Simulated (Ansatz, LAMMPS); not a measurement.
# Relaxing amorphous carbon (106 atoms), part 3 of 3

How does amorphous carbon (106 atoms) relax, and what do bonds, charges and levels look like afterwards?

Ansatz 0.2.0; Kohn-Sham DFT, PBE, PAW (set soft_2), plane waves.

The cell: 106 C. The quench rate of 500 K/ps is many orders above laboratory rates. The network of bonds at the start is that of the classical potential that made the cell. Only the Γ point is sampled, in a cell whose shortest periodic width is 11 Å.

So far. Step 4 (Relaxation): The relaxation changed the energy by -195 meV/atom, and atoms moved by 0.44 Å r.m.s., 2.5 Å at most.

**6. Single point at the relaxed geometry**

One more single point at the end of the walk gives the fuller output and checks the residual forces.

Input file input.yaml:

```yaml
crystal:
  lattice:
    - [10.737, 0.0, 0.0]
    - [0.0, 10.737, 0.0]
    - [0.0, 0.0, 10.737]
  atoms:
    - { symbol: C, position: [0.67814, 0.95278, 0.70536] }
    - { symbol: C, position: [0.97958, 0.33941, 0.38345] }
    - { symbol: C, position: [0.72735, 0.09773, 0.5173] }
    - { symbol: C, position: [0.54326, 0.8086, 0.00904] }
    - { symbol: C, position: [0.99907, 0.95834, 0.31497] }
    - { symbol: C, position: [0.26325, 0.46215, 0.17038] }
    - { symbol: C, position: [0.20198, 0.21535, 0.80742] }
    - { symbol: C, position: [0.64012, 0.89313, 0.95878] }
    - { symbol: C, position: [0.17211, 0.08082, 0.37767] }
    - { symbol: C, position: [0.49679, 0.45189, 0.60858] }
    - { symbol: C, position: [0.7007, 0.63224, 0.36469] }
    - { symbol: C, position: [0.94753, 0.67142, 0.18195] }
    - { symbol: C, position: [0.6291, 0.91153, 0.17497] }
    - { symbol: C, position: [0.89454, 0.73238, 0.59747] }
    - { symbol: C, position: [0.86731, 0.62074, 0.50686] }
    - { symbol: C, position: [0.0651, 0.20676, 0.8091] }
    - { symbol: C, position: [0.37354, 0.20187, 0.46484] }
    - { symbol: C, position: [0.38396, 0.81783, 0.32337] }
    - { symbol: C, position: [0.97855, 0.29125, 0.8892] }
    - { symbol: C, position: [0.86441, 0.23184, 0.63331] }
    - { symbol: C, position: [0.38475, 0.99184, 0.48162] }
    - { symbol: C, position: [0.23217, 0.81499, 0.48554] }
    - { symbol: C, position: [0.80823, 0.02436, 0.09177] }
    - { symbol: C, position: [0.21279, 0.40732, 0.67722] }
    - { symbol: C, position: [0.74636, 0.56082, 0.56681] }
    - { symbol: C, position: [0.66276, 0.30548, 0.2112] }
    - { symbol: C, position: [0.07273, 0.29467, 0.26898] }
    - { symbol: C, position: [0.62512, 0.40098, 0.42902] }
    - { symbol: C, position: [0.11109, 0.86343, 0.48161] }
    - { symbol: C, position: [0.17364, 0.78406, 0.70801] }
    - { symbol: C, position: [0.01145, 0.09552, 0.75569] }
    - { symbol: C, position: [0.33127, 0.88438, 0.42601] }
    - { symbol: C, position: [0.1875, 0.52973, 0.64396] }
    - { symbol: C, position: [0.94626, 0.625, 0.07251] }
    - { symbol: C, position: [0.69658, 0.88218, 0.83017] }
    - { symbol: C, position: [0.87175, 0.94796, 0.55157] }
    - { symbol: C, position: [0.83611, 0.296, 0.39882] }
    - { symbol: C, position: [0.09421, 0.98556, 0.75035] }
    - { symbol: C, position: [0.50975, 0.65906, 0.24214] }
    - { symbol: C, position: [0.21576, 0.66463, 0.63809] }
    - { symbol: C, position: [0.56605, 0.48498, 0.84694] }
    - { symbol: C, position: [0.70962, 0.3292, 0.33253] }
    - { symbol: C, position: [0.83449, 0.45722, 0.61851] }
    - { symbol: C, position: [0.63923, 0.3907, 0.91335] }
    - { symbol: C, position: [0.56902, 0.2929, 0.97854] }
    - { symbol: C, position: [0.51075, 0.86264, 0.12882] }
    - { symbol: C, position: [0.92669, 0.49317, 0.54052] }
    - { symbol: C, position: [0.79035, 0.02409, 0.64321] }
    - { symbol: C, position: [0.02563, 0.4124, 0.4867] }
    - { symbol: C, position: [0.80255, 0.55538, 0.89497] }
    - { symbol: C, position: [0.98291, 0.84775, 0.57869] }
    - { symbol: C, position: [0.9073, 0.85797, 0.31355] }
    - { symbol: C, position: [0.69656, 0.95766, 0.06695] }
    - { symbol: C, position: [0.16138, 0.38481, 0.19183] }
    - { symbol: C, position: [0.64614, 0.54056, 0.46244] }
    - { symbol: C, position: [0.82762, 0.65297, 0.37744] }
    - { symbol: C, position: [0.69431, 0.66201, 0.64137] }
    - { symbol: C, position: [0.28922, 0.69831, 0.53459] }
    - { symbol: C, position: [0.27705, 0.10387, 0.83923] }
    - { symbol: C, position: [0.57182, 0.92363, 0.63298] }
    - { symbol: C, position: [0.49785, 0.22171, 0.49579] }
    - { symbol: C, position: [0.81137, 0.21919, 0.5079] }
    - { symbol: C, position: [0.85389, 0.34498, 0.69901] }
    - { symbol: C, position: [0.53593, 0.35534, 0.51057] }
    - { symbol: C, position: [0.50362, 0.80283, 0.67454] }
    - { symbol: C, position: [0.44985, 0.25358, 0.90579] }
    - { symbol: C, position: [0.0695, 0.86575, 0.69313] }
    - { symbol: C, position: [0.39543, 0.82626, 0.73235] }
    - { symbol: C, position: [0.13066, 0.43318, 0.57242] }
    - { symbol: C, position: [0.77091, 0.42373, 0.89833] }
    - { symbol: C, position: [0.67495, 0.844, 0.27834] }
    - { symbol: C, position: [0.63125, 0.71495, 0.28607] }
    - { symbol: C, position: [0.29858, 0.1019, 0.44227] }
    - { symbol: C, position: [0.51257, 0.00362, 0.53293] }
    - { symbol: C, position: [0.40606, 0.33378, 0.80047] }
    - { symbol: C, position: [0.612, 0.28357, 0.10467] }
    - { symbol: C, position: [0.78565, 0.89793, 0.34532] }
    - { symbol: C, position: [0.41903, 0.85822, 0.21077] }
    [... 22 atom lines left out ...]
    - { symbol: C, position: [0.0625, 0.32995, 0.12325] }
    - { symbol: C, position: [0.09166, 0.1547, 0.29072] }
    - { symbol: C, position: [0.0091, 0.3099, 0.01341] }
    - { symbol: C, position: [0.3525, 0.53404, 0.13862] }
    - { symbol: C, position: [0.90858, 0.72494, 0.28814] }
    - { symbol: C, position: [0.388, 0.13894, 0.90198] }
kpoints:
  mp_grid: { grid: [1, 1, 1] }
hamiltonian:
  xc: pbe
scf:
  occupations: { method: gaussian, width: 0.05 }
output:
  forces: true
  stress: true
  populations: true
  dos:
    method: { smearing: { sigma: 0.1 } }
    de: 0.1
    projected: { site_lists: { C: [C] } }
  eigenvalues: true
  write_density: true
  write_potential: true
  volumetric_format: npy
  elf: true
```

On the command line:

```
> ansatz run input.yaml --threads 4 --pin off --max-ram 8192MiB --backend cpu --events-out ev --progress --plain --runs-dir out
```

Numbers of over 12 decimals in the logs are rounded to 6 here.

What it wrote:

```text
[...]
Crystal: 106 atoms, lattice volume = 1237.795 Å³
Basis set: ecut = 420 eV, 24111 PW (Γ), exchange–correlation on 144×144×144 points (8 copies of the dense FFT grid, shifted against one another)
Bands: 318, of which v1, the nominal top of the filled ones, is band 212 counted from 1 (211 counted from 0)
Symmetry: 1 space group operations
[...]
k-points: 1
[...]
SCF iter   1: F=—  HF=-26504.202566 eV  |F-HF|=—  |Δ(HF+E_count)|=         —  Δρ=1.62e-2  dr2=8.51e0  ethr=1.77e-3  ⟨swp⟩=6.0  Hψ=1408  notcnv=0  defer=75
[...]
SCF iter  18: F=-26503.002836 eV  HF=-26503.002836 eV  |F-HF|=1.82e-8  |Δ(HF+E_count)|=   1.76e-8  Δρ=8.81e-7  dr2=2.20e-8  ethr=2.36e-11  ⟨swp⟩=8.0  Hψ=1729  notcnv=0
SCF 1 converged in 18 iterations: F = -26503.002836 eV  dr2 = 2.20e-8
[...]
WARN: The input density's exchange-correlation potential varies sharply where the density is thin. Do not read a vacuum level from v_tot or v_xc, or from such a field of the output density. On a cell that repeats whose density bears no net charge and no dipole along the vacuum's axis use v_es (v_loc + v_h of the components); [...]
SCF converged after 18 iterations
Free energy (F): -26503.002836 eV
[...]
Internal energy: -26503.002458 eV  (E = F + TS)
E sigma→0 (E₀):  -26503.002647 eV
Entropy (-TS):   -0.000377 eV (-0.004 meV/atom)
Fermi energy:    4.060767 eV
[...]
--- Forces (eV/Å), atoms counted from 1 ---
  atom   1  C      0.00051349     0.00092740    -0.00071385
  atom   2  C      0.00479505     0.00038095    -0.00454367
  atom   3  C     -0.00212926     0.00144266    -0.00118299
  atom   4  C      0.00168193    -0.00009311    -0.00195194
  atom   5  C      0.00346885     0.00290889     0.00038657
  atom   6  C     -0.01288957    -0.01266731    -0.00222537
  atom   7  C     -0.00357227     0.00259946     0.00072837
  atom   8  C      0.00067184     0.00067591    -0.00075319
  atom   9  C      0.00397960    -0.00266166    -0.00574707
  atom  10  C      0.00221417     0.00139985    -0.00308492
  atom  11  C     -0.00397501    -0.00018849    -0.00175034
  atom  12  C      0.00561782     0.00833458     0.00717595
  atom  13  C      0.00192539    -0.00010147    -0.00152229
  atom  14  C      0.00023198    -0.00016232    -0.00190017
[...]
atom 105  C     -0.00282075     0.00088205     0.00276344
  atom 106  C     -0.00137570     0.00151704    -0.00137866
  max |Σ_I F_I| component: 5.09e-5 eV/Å
--- Stress (GPa, compression-positive) ---
      -14.676854      -1.301209      -1.677850
       -1.301209      -6.977612      -0.772001
       -1.677849      -0.772001      -9.876710
  P = ⅓ Tr σ = -10.5104 GPa (-105.104 kbar)
--- Band table (eV) ---
[...]
--- Löwdin populations: 106 sites ---
  site symbol       q [e]
     0      C      3.9784
     1      C      3.9517
     2      C      3.9578
[...]
105      C      4.0757
  spilling = 0.009878 (of n_electrons = 424.000000)
```

Elapsed: 21 s, on 4 threads of Arm Neoverse V2, shared host; peak memory 1.3 GiB; 79 s of CPU time.

The program notes that the exchange-correlation potential is rough where the density is thin.

Numbers from this run:

| Item | Value |
| --- | --- |
| free energy | -26503.0028 eV |
| free energy per atom | -250.0283 eV/atom |
| SCF cycles | 18 |
| pressure | -10.51 GPa |
| r.m.s. force component | 0.00389 eV/Å |
| longest force | 0.02364 eV/Å |
| Fermi energy | 4.061 eV |
| gap (highest filled to lowest empty level) | 0.2239 eV |
| spilling of the projection | 0.009878 |

The mean of these charges, 0.040 e, is only the charge that the projection spills.

Löwdin charges by element and coordination (they lack the spilled electrons, 0.040 e an atom on average):

```tsv
element	coordination	atoms	mean charge (e)	spread	least	most
C	all	106	0.0395	0.0374	-0.0757	0.165
C	2	14	0.0426	0.0489	-0.0757	0.133
C	3	84	0.0375	0.0362	-0.0498	0.165
C	4	8	0.0553	0.0152	0.0322	0.079
```

States in the cell by windows of 1 eV, zero at the Fermi level; the larger projections on atomic orbitals stand beside the total:

```tsv
from (eV)	to (eV)	total	C p	C s
-18	-17	13.5	3.6	9.7
-17	-16	18.5	5.8	12.5
-16	-15	17.6	6.1	11.2
-15	-14	21.1	9.0	11.9
-14	-13	14.4	7.3	6.9
-13	-12	16.7	9.5	7.0
-12	-11	18.0	11.6	6.2
-11	-10	20.1	14.5	5.3
-10	-9	22.6	18.2	4.1
-9	-8	21.3	18.5	2.6
-8	-7	31.1	28.1	2.6
-7	-6	36.3	33.8	2.2
-6	-5	35.2	33.4	1.6
-5	-4	27.3	26.1	1.1
-4	-3	25.2	24.2	0.9
-3	-2	24.5	23.6	0.8
-2	-1	22.6	21.8	0.7
-1	0	20.2	19.1	1.0
0	1	19.8	18.6	0.9
1	2	20.2	18.7	1.0
2	3	18.0	16.2	1.1
3	4	20.3	17.6	1.7
4	5	22.7	17.3	2.3
```

Between -20 and -18 eV lie 18 more states.

The levels nearest the highest filled one (over half full), pooled over k-points and spins:

```tsv
level less the highest filled one (eV)	occupation
-0.464	2
-0.355	2
-0.230	2
-0.148	2
-0.123	2
0	2.00
0.224	0.002
0.266	0
0.345	0
0.411	0
0.541	0
0.656	0
```

ELF in the bc plane at fractional x = 0.504, with atoms of C within 0.2 Å of it. It is the smooth field of the valence electrons, not physical close to the nuclei.

Values, 13 rows by 16 columns, each cell a mean:
```
0.06 0.32 0.23 0.53 0.87 0.58 0.13 0.19 0.15 0.38 0.68 0.61 0.73 0.65 0.45 0.10
0.09 0.44 0.50 0.63 0.61 0.22 0.14 0.59 0.55 0.43 0.61 0.29 0.11 0.12 0.09 0.03
0.02 0.09 0.20 0.31 0.36 0.42 0.48 0.77 0.61 0.17 0.11 0.07 0.31 0.43 0.14 0.02
0.13 0.01 0.01 0.03 0.16 0.51 0.56 0.57 0.33 0.07 0.30 0.47 0.56 0.60 0.39 0.26
0.42 0.19 0.12 0.15 0.06 0.16 0.59 0.55 0.52 0.42 0.68 0.71 0.57 0.56 0.66 0.62
0.48 0.61 0.50 0.61 0.61 0.59 0.82 0.52 0.81 0.42 0.67 0.33 0.33 0.31 0.40 0.66
0.51 0.49 0.59 0.33 0.73 0.62 0.64 0.25 0.38 0.56 0.46 0.15 0.04 0.02 0.23 0.62
0.30 0.13 0.35 0.59 0.43 0.41 0.68 0.23 0.06 0.12 0.24 0.41 0.16 0.04 0.05 0.30
0.02 0.01 0.04 0.11 0.04 0.05 0.20 0.08 0.04 0.27 0.58 0.48 0.15 0.17 0.10 0.02
0.02 0.00 0.00 0.04 0.11 0.08 0.01 0.01 0.22 0.65 0.41 0.48 0.15 0.30 0.22 0.08
0.08 0.01 0.04 0.31 0.49 0.33 0.04 0.05 0.42 0.79 0.76 0.50 0.35 0.66 0.53 0.35
0.06 0.00 0.04 0.25 0.40 0.32 0.06 0.07 0.51 0.70 0.68 0.27 0.37 0.57 0.50 0.43
0.01 0.03 0.02 0.17 0.49 0.52 0.17 0.02 0.10 0.50 0.64 0.55 0.65 0.72 0.56 0.11
```
Columns run along b (10.7 Å), rows up along c (10.7 Å). Atoms in or near the plane, at fractional coordinates: C at (0.45, 0.61), C at (0.66, 0.24), C at (0.86, 0.13), C at (0.22, 0.50), C at (0.80, 0.67), C at (0.00, 0.53), C at (0.58, 0.55), C at (0.68, 0.00), C at (0.43, 0.74).

Valence density in the bc plane at fractional x = 0.504, with atoms of C within 0.2 Å of it. It is the smooth field of the valence electrons, not physical close to the nuclei.

Ten even steps from '_' (0.0 e/Å³) to '@' (1.8 e/Å³), each cell a mean:
```
____________..==**++::____________..--**##**++++++--..______
__________..--**##++::____________..::----::........________
__________..::====--..__....::::..........__________________
____________..::::........--==--::..________________________
________________......::==****--..__________________________
__________________..::++%%@@##::..__________....::::..______
____________________..==##@@**::__________..--++##++::..____
______________________::**%%**::______..::--++%%@@%%==::::..
..____________________::**@@%%==::::::----==++####**====--::
==--....__..........::==##@@@@%%****++==--::::::::::::--==++
%%##==::::--========++####**++**%%@@%%++::..__________..==%%
@@%%++--==##@@@@%%%%%%##++::..::++####==..____________..--##
==--::::--**%%%%**++++++--..____..----::..______________..--
....____..::----::....::..__________......________________..
______________________________________........______________
____________________________________..::--::..______________
____________________________________::++**==..______________
__________________________________..==%%@@++::........______
__________________________________::**@@%%++::..::----::____
________________________________..--**%%**::....==####==..__
________________________________..==****--..__..++@@@@**::__
________________________________..--++++--....::++@@%%==..__
________________....______________..==****==--==**##++::____
______________..----..____________..--##@@%%######**--..____
```
Columns run along b (10.7 Å), rows up along c (10.7 Å). Atoms in or near the plane, at fractional coordinates: C at (0.45, 0.61), C at (0.66, 0.24), C at (0.86, 0.13), C at (0.22, 0.50), C at (0.80, 0.67), C at (0.00, 0.53), C at (0.58, 0.55), C at (0.68, 0.00), C at (0.43, 0.74).

Löwdin charges run from -0.08 to +0.17 e, about a mean that is the spilled charge alone. Within 0.4 eV of the Fermi level the largest share is C p (95 % of the projected weight).

The surroundings of C6, which has 2 bonded neighbours where the commonest count for C is 3, nearest first, numbered as they follow in the input and with coordinates relative to it.

```tsv
atom	x	y	z	distance (Å)	bonds	Löwdin charge (e)
C6	0.00	0.00	0.00	0.00	2	0.03
C104	0.96	0.77	-0.34	1.28	2	0.03
C54	-1.09	-0.83	0.23	1.39	3	0.05
C101	-2.16	-1.42	-0.51	2.63	3	0.06
C80	2.09	1.64	-0.49	2.70	3	0.01
C27	-2.05	-1.80	1.06	2.92	4	0.06
C39	2.65	2.11	0.77	3.47	3	0.09
C86	1.73	2.42	1.94	3.55	3	0.07
C103	-2.73	-1.63	-1.69	3.60	2	0.02
C34	-3.40	1.75	-1.05	3.97	2	0.04
C102	-1.84	-3.30	1.29	4.00	3	0.02
C83	2.75	2.30	-1.83	4.03	3	0.01
C2	-3.05	-1.32	2.29	4.03	3	0.05
C97	1.49	1.93	3.23	4.05	3	0.01
C12	-3.39	2.25	0.12	4.07	2	0.11
C66	2.00	-2.24	-2.84	4.14	3	0.02
```

The column of bonds counts only the pairs C-C within 1.85 Å; other neighbours, such as metal atoms beside each other in a compound, aren't counted, and periodic images can show an atom twice.

**7. Another try, on a changed input**

The input is spoilt on purpose; the run shows how that looks.

This step: Kohn-Sham DFT, PBE, PAW (set soft_2), localised support functions (medium) (Ansatz 0.2.0).

Input file input.yaml:

```yaml
crystal:
  lattice:
    - [10.737, 0.0, 0.0]
    - [0.0, 10.737, 0.0]
    - [0.0, 0.0, 10.737]
  atoms:
    [... the 106 atom lines of step 3 ...]
kpoints:
  mp_grid: { grid: [1, 1, 1] }
hamiltonian:
  xc: pbe
scf:
  occupations: { method: gaussian, width: 0.05 }
  eigensolver: { kind: { support_functions: { accuracy: medium, spacing: 0.45 } } }
  max_iter: 60
output:
  forces: true
```

What it wrote:

```text
Warning: scf.eigensolver.kind.support_functions: disabling space-group detection — the functions' gradient is summed over unrotated k-points, so no spatial operation reduces the k-mesh or symmetrises the density; time reversal is kept, so that k and −k are solved as one point where they differ and the mesh holds both, and exact exchange and, on two spinor components, a DFT+U term hold to it where the run has them: [...]
settings of this run that can trade accuracy for cost: scf.eigensolver.kind.support_functions [...]
[...]
Crystal: 106 atoms, lattice volume = 1237.795 Å³
Basis set: ecut = 420 eV, 24111 PW (Γ), exchange–correlation on 144×144×144 points (8 copies of the dense FFT grid, shifted against one another)
Bands: 255, of which v1, the nominal top of the filled ones, is band 212 counted from 1 (211 counted from 0)
Symmetry: 1 space group operations
k-points: 1
[...]
SCF iter   1: F=—  HF=-26399.949692 eV  |F-HF|=—  |Δ(HF+E_count)|=         —  Δρ=8.58e-2  dr2=9.71e1  ethr=1.00e-1
[...]
SCF iter  26: F=-26429.384198 eV  HF=-26429.384199 eV  |F-HF|=1.39e-6  |Δ(HF+E_count)|=   3.48e-7  Δρ=6.45e-6  dr2=2.00e-6  ethr=1.29e-9
SCF 1 converged in 26 iterations: F = -26429.391757 eV  dr2 = 2.00e-6
[...]
SCF converged after 26 iterations
Stability not checked: this state was not tested for a lower state beside it, because the mixer in use, unlike msr1, does not test its closes by its own steps (another_mixer; see scf.mixing.algorithm and scf.lower_state_search)
Free energy (F): -26429.391757 eV
[...]
Internal energy: -26429.304194 eV  (E = F + TS)
E sigma→0 (E₀):  -26429.347976 eV
Entropy (-TS):   -0.087562 eV (-0.826 meV/atom)
Fermi energy:    4.007385 eV
[...]
--- Forces (eV/Å), atoms counted from 1 ---
  atom   1  C      1.79178822     2.91993014    -4.04451451
  atom   2  C      1.12455994     4.54746922     1.71469397
  atom   3  C     -3.37092231    -3.15941557     4.57960577
  atom   4  C      2.55325025    -3.95188543    -1.30923851
  atom   5  C     -2.67312706     2.21781928     3.63748534
  atom   6  C      1.43517346    -0.61290922    -2.57364941
  atom   7  C      0.67297874    -3.52920192    -2.14616180
  atom   8  C      1.61663399    -4.30242262     0.36817543
  atom   9  C     -4.58766460     1.71773387     2.11338228
  atom  10  C     -1.98097100     0.97616862    -1.58294131
  atom  11  C      3.30430068     4.23303860    -2.87414158
  atom  12  C      0.17201752    -1.10211481    -5.12644203
  atom  13  C     -1.66591519    -1.55994525    -0.91392454
  atom  14  C     -0.86146801    -1.79298477     2.48162854
[...]
atom 105  C      0.70823400    -3.51631178    -0.31104305
  atom 106  C      1.94580320     3.90965376     2.20163436
  max |Σ_I F_I| component: 3.06e1 eV/Å
--- Band table (eV) ---
[...]
guard bands above this table: 35 of the run's 255 bands (output.publish_guard_bands: true publishes all)
[...]
```

The job ended after 71 s (4 threads; peak memory 1.7 GiB; 4.4 min of CPU time).

The program notes that the band table was not solved further than the SCF left it, the forces don't sum to zero within tolerance, the grid leaves an egg-box force and it switched symmetry off.

The SCF closed, but on a changed input, so its numbers are not taken as the system's.

The fault in the input: a grid far too coarse (support_functions.accuracy = "medium" and support_functions.spacing = 0.45). The fix is to leave the spacing at the level's default.

Against the single point at the start:

```
r.m.s. difference of force components : 2164 meV/Å
longest difference of force vectors   : 5545 meV/Å
force difference over r.m.s. force    : 179.1 %
energy difference                     : 499.5 meV/atom
```

**8. Results**

| Quantity | Value |
| --- | --- |
| energy change in the relaxation | -195 meV/atom |
| r.m.s. displacement | 0.438 Å |
| largest displacement | 2.501 Å |
| free energy per atom | -250.0283 eV/atom |
| pressure | -10.51 GPa |
| r.m.s. force component | 0.00389 eV/Å |
| gap (highest filled to lowest empty level) | 0.2239 eV |
| wall time of the 4 DFT runs | 7.3 min |

In words: Relaxation lowers the energy by 195 meV/atom and moves atoms by 0.44 Å r.m.s.; the r.m.s. force component goes from 1.2 to 0.0039 eV/Å, the pressure goes from -14 to -11 GPa. By the final cutoffs 1 of 149 bonded pairs parted and 8 joined. First to last step the energy falls by 20.666 eV; the largest move, 2.50 Å, is that of C67. The C-C bonds go from 1.472 Å (spread 0.062) to 1.475 Å (spread 0.083), and their number from 149 to 156. By these cutoffs 79 % of C atoms have 3 bonded neighbours. Read as hybridisation, 8 % of the carbon is sp3 and 79 % sp2. The highest filled and lowest empty levels differ by 0.224 eV (at Γ alone); a semilocal functional tends to put such gaps too low. In a disordered cell it changes from sample to sample, and tail or defect levels can set it.

Caveats: The network of bonds at the start is that of the classical potential that made the cell; in DFT 1 of its 149 bonded pairs passed out of the cutoffs and 8 came within them. The stress is far from hydrostatic: its diagonal is -14.7, -7.0, -9.9 GPa, compression counted positive. The pressure of -11 GPa shows the cell to be stretched for this functional.

[Logs are printed without paths, hosts, clocks, repeated set-up lines and the standing remarks that a program may print on its own settings, such as how far it seeks lower states.]

[Hosts, paths, dates, database ids (printed as entryN), source tags and the programs' standing remarks are cut or masked in the printed files.]
